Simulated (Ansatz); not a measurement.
Consider K3SI (antiperovskite) (Pm-3m).

The structure was built from a prototype and need not be the compound's stable phase.

```yaml
crystal:
  lattice:
    - [6.03356, 0.00000, 0.00000]
    - [0.00000, 6.03356, 0.00000]
    - [0.00000, 0.00000, 6.03356]
  atoms:
    - { symbol: I, position: [0.00000, 0.00000, 0.00000] }
    - { symbol: S, position: [0.50000, 0.50000, 0.50000] }
    - { symbol: K, position: [0.50000, 0.50000, 0.00000] }
    - { symbol: K, position: [0.50000, 0.00000, 0.50000] }
    - { symbol: K, position: [0.00000, 0.50000, 0.50000] }
```

The structure was relaxed with PBE. The structure type comes from a generator and need not be one that this composition takes. The runs that relaxed it are not among those shown. Spin-orbit coupling is left out unless a run names it. PAW set soft_2, made with PBE.

Gaps computed with Ansatz 0.2.0 without a self-energy: LDA 1.48 eV, PBE 1.73 eV, r2SCAN 2.17 eV, HSE06 2.64 eV, PBE0 3.34 eV and DDH-PBE0 3.97 eV.

What gap should G0W0 on PBE give (2×2×2 mesh, 655 empty bands, screening to 120 eV, default PAW files)?

About 3.17 eV: on its mesh the run moves the gap from 1.70 eV by +1.47 eV. Among the scalar-relativistic levels given, PBE0 is nearest (+0.17 eV). Bands and cutoff are finite, so the gap is not at the basis limit. The miss can reach some tenths of an eV and take either sign; the mesh is an error of its own. The 2×2×2 mesh is coarse for this cell (its supercell is 12 Å along the shortest edge). The RPA ε∞ on it, from the PBE start, is 3.12; such meshes misread the long-range screening, most where the gap is narrow. The many-body steps are scalar-relativistic: spin-orbit coupling is not in them. The program marks a band-edge row as in doubt, so the gap is less sure than its digits.

[Paths, hosts, dates, memory and timing lines, banners, echoed tables and standing remarks are left out of the program output.]

[Logs are printed without paths, hosts, clocks, repeated set-up lines and the standing remarks that a program may print on its own settings, such as how far it seeks lower states.]

[Runs of the session that timed out or met a known fault of the program may be left out.]

[Cells called generated may have been cut or substituted from an entry of the Crystallography Open Database or the Materials Project.]

[Hosts, paths, dates, database ids (printed as entryN), source tags and the programs' standing remarks are cut or masked in the printed files.]
